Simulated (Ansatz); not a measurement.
# Relaxing a frame of liquid aqueous KCl from 298 K (187 atoms), part 2 of 2

Aim: bring a frame of liquid aqueous KCl from 298 K (187 atoms) to a nearby minimum of the energy and see what moves.

Ansatz 0.2.0; Kohn-Sham DFT, PBEsol, PAW (set soft_2), plane waves.

The cell: 59 O, 118 H, 5 K and 5 Cl. The network of contacts between molecules at the start is that of the classical potential that made the cell. The functional has no dispersion term. The Brillouin zone is sampled at Γ only, in a cell whose shortest periodic width is 13 Å.

So far, density (g/cm³): step 4 (structure statistics after relaxation) 1.24.

### Step 5. Single point at the relaxed geometry (continued)

States in the cell by windows of 1 eV, zero at the Fermi level; the larger projections on atomic orbitals stand beside the total:

```csv
from (eV),to (eV),total,O p,H s,Cl p,O s
-10,-9,53.5,36.6,15.6,0.4,0.1
-9,-8,60.5,41.9,17.3,0.3,0.1
-8,-7,7.6,5.4,1.6,0.1,0.4
-7,-6,36.5,27.4,4.0,0.7,3.9
-6,-5,46.9,37.1,3.3,1.0,4.6
-5,-4,32.9,28.1,1.2,0.6,2.4
-4,-3,116.5,91.4,0.7,22.8,0.2
-3,-2,29.2,26.7,0.1,2.1,0.0
-2,2,0.0,0.0,0.0,0.0,0.0
2,3,2.0,0.0,0.9,0.0,0.5
3,4,11.2,0.8,5.5,0.1,1.9
4,5,20.0,1.5,9.3,0.2,2.6
```

The curve was stored every 0.100 eV, coarse against its broadening of 0.08 eV, so these counts are rough.

Between -26 and -10 eV lie 158 more states.

The levels nearest the highest filled one (over half full), pooled over k-points and spins:

```csv
level less the highest filled one (eV),occupation
-0.385,2
-0.289,2
-0.264,2
-0.255,2
-0.023,2
0,2
4.69,0
5.86,0
5.97,0
6.08,0
6.23,0
6.31,0
```

Electrostatic potential energy in the ac plane at fractional y = 0.104, with atoms of H and O and K within 0.2 Å of it. With pseudopotentials it is smooth inside the atoms' cores, unlike the true potential.

Ten even steps from '0' (-37 eV) to '9' (6 eV), each cell a mean:
```
99999999999889999999999987899999999
56999999999999999999999999999999997
00699999999999999999999999999999970
03798998568999999999999999999999840
89986776358999999999999999999999734
99998856899999999999999999999988989
99999999999999999999999999998734899
99999986589999999999999999999855899
99999984279998852389999999999999999
99999997337982100059999999999999999
99999998668985652048999999999999999
99999999999999997348999999999999999
99875568999999999899976899999999999
98720015899999999999732699999999999
98610015899999999999877998678999999
99864468999889999999999996112379999
99999999995127999999999999600059999
99989999996348999999999999964699999
97202899984489999998899999999999999
96101899998899999962379999999999999
98778999999998868974467899999999999
99999999999732204899888887799999999
99999999998412678999999820069999999
99999999996138999999999820179999999
```
Columns run along a (12.3 Å; values clipped at the 3rd and 97th percentile), rows up along c (12.8 Å). Atoms in or near the plane, at fractional coordinates: H at (0.24, 0.82), O at (0.73, 0.04), O at (0.47, 0.60), H at (0.50, 0.53), H at (0.39, 0.59), H at (0.33, 0.02), H at (0.43, 0.10), H at (0.22, 0.65), O at (0.09, 0.20), O at (0.81, 0.31), H at (0.75, 0.36), O at (0.01, 0.88), H at (0.96, 0.82), K at (0.14, 0.41).

Valence density in the ac plane at fractional y = 0.104, with atoms of H and O and K within 0.2 Å of it. It is the smooth field of the valence electrons, not physical close to the nuclei.

Ten steps, logarithmic in the rise over the least value, from '0' (0.0 e/Å³) to '9' (6.6 e/Å³), each cell a mean:
```
22100000123331100000001345421000112
76420000233321000000000112100000235
99631001233320000000000010000001368
98532223432110000000000111000001368
54334556642000000000000111000012355
11124566531000000000000000012344332
00012344320000000000000000013577531
00000124432100123321000000013576420
00000135654223468753100000001333210
00000135776435789963100000000010000
00000135665324567763100000000000000
00001122332111234542222210000000000
00245653100000001122466531000000000
01478875200000000013578642111000000
02578875211111000012455433444331000
01356653124553210001122124678753100
01122211146886320000000013689963100
13455311136775310011110002467642000
35898531125542101235532100122210001
36898521012221111368763100000000001
24565310002344433367754211110000001
11221000013677764233333356542101111
00000000014687642100112589863111111
10000000014664320000002579863111111
```
Columns run along a (12.3 Å), rows up along c (12.8 Å). Atoms in or near the plane, at fractional coordinates: H at (0.24, 0.82), O at (0.73, 0.04), O at (0.47, 0.60), H at (0.50, 0.53), H at (0.39, 0.59), H at (0.33, 0.02), H at (0.43, 0.10), H at (0.22, 0.65), O at (0.09, 0.20), O at (0.81, 0.31), H at (0.75, 0.36), O at (0.01, 0.88), H at (0.96, 0.82), K at (0.14, 0.41).

Mean Löwdin charges: Cl -0.51, H +0.38, K +0.83, O -0.69 e (they miss 0.93 % of the electrons, so they add up to more than the cell's charge). The largest share in the top eV of filled states is O p (81 % of the projected weight), and in the lowest eV of empty states H s (49 % of the projected weight).

A closer look about K181, one of the 5 K atoms: 8 atoms, nearest first, numbered in the order of the input, with positions taken from that point.

```csv
atom,x,y,z,distance (Å),bonds,Löwdin charge (e)
K181,0.00,0.00,0.00,0.00,6,0.84
O154,-1.50,0.27,-2.20,2.68,3,-0.71
O142,2.62,-0.79,-0.05,2.73,3,-0.70
O46,1.48,2.02,-1.11,2.73,3,-0.70
O145,0.11,0.80,2.66,2.78,3,-0.72
H156,-1.96,1.03,-1.75,2.82,1,0.38
H114,2.06,-1.26,1.48,2.83,1,0.38
O40,-0.07,-2.57,-1.34,2.90,3,-0.70
```

The column of bonds counts only the pairs H-O within 1.21 Å, O-K within 3.15 Å, Cl-K within 3.57 Å; other neighbours, such as metal atoms beside each other in a compound, aren't counted, and periodic images can show an atom twice.

### Step 6. What came out

- energy change in the relaxation: -62.05 meV/atom
- r.m.s. displacement: 0.695 Å
- largest displacement: 2.034 Å
- free energy per atom: -256.0214 eV/atom
- pressure: -0.01489 GPa
- r.m.s. force component: 0.00515 eV/Å
- gap (highest filled to lowest empty level): 4.686 eV
- wall time of the 3 DFT runs: 8.6 min

In words: Relaxation lowers the energy by 62.0 meV/atom and moves atoms by 0.69 Å r.m.s.; the r.m.s. force component goes from 0.49 to 0.0052 eV/Å, the pressure goes from -1.9 to -0.015 GPa, and the gap from 3.69 to 4.69 eV. Displacements are taken in the final cell, so they leave out its strain. The cell shrank by 5.9 % in volume. From the first step to the last the energy fell by 11.603 eV, across changes of basis, and the largest move was 2.03 Å (H50). The H-O bonds go from 1.000 Å (spread 0.000) to 0.999 Å (spread 0.014). The 59 water molecules hold 3.02 hydrogen bonds each to other water on average, with a mean O–O distance of 2.72 Å. Between filled and empty levels lie 4.69 eV (at Γ alone); a semilocal functional tends to put such gaps too low. In a disordered cell it changes from sample to sample and from frame to frame.

What to keep in mind: The network of contacts between molecules at the start is that of the classical potential that made the cell; in DFT atoms moved by 0.69 Å r.m.s.

[Logs are printed without paths, hosts, clocks, repeated set-up lines and the standing remarks that a program may print on its own settings, such as how far it seeks lower states.]

[Hosts, paths, dates, database ids (printed as entryN), source tags and the programs' standing remarks are cut or masked in the printed files.]
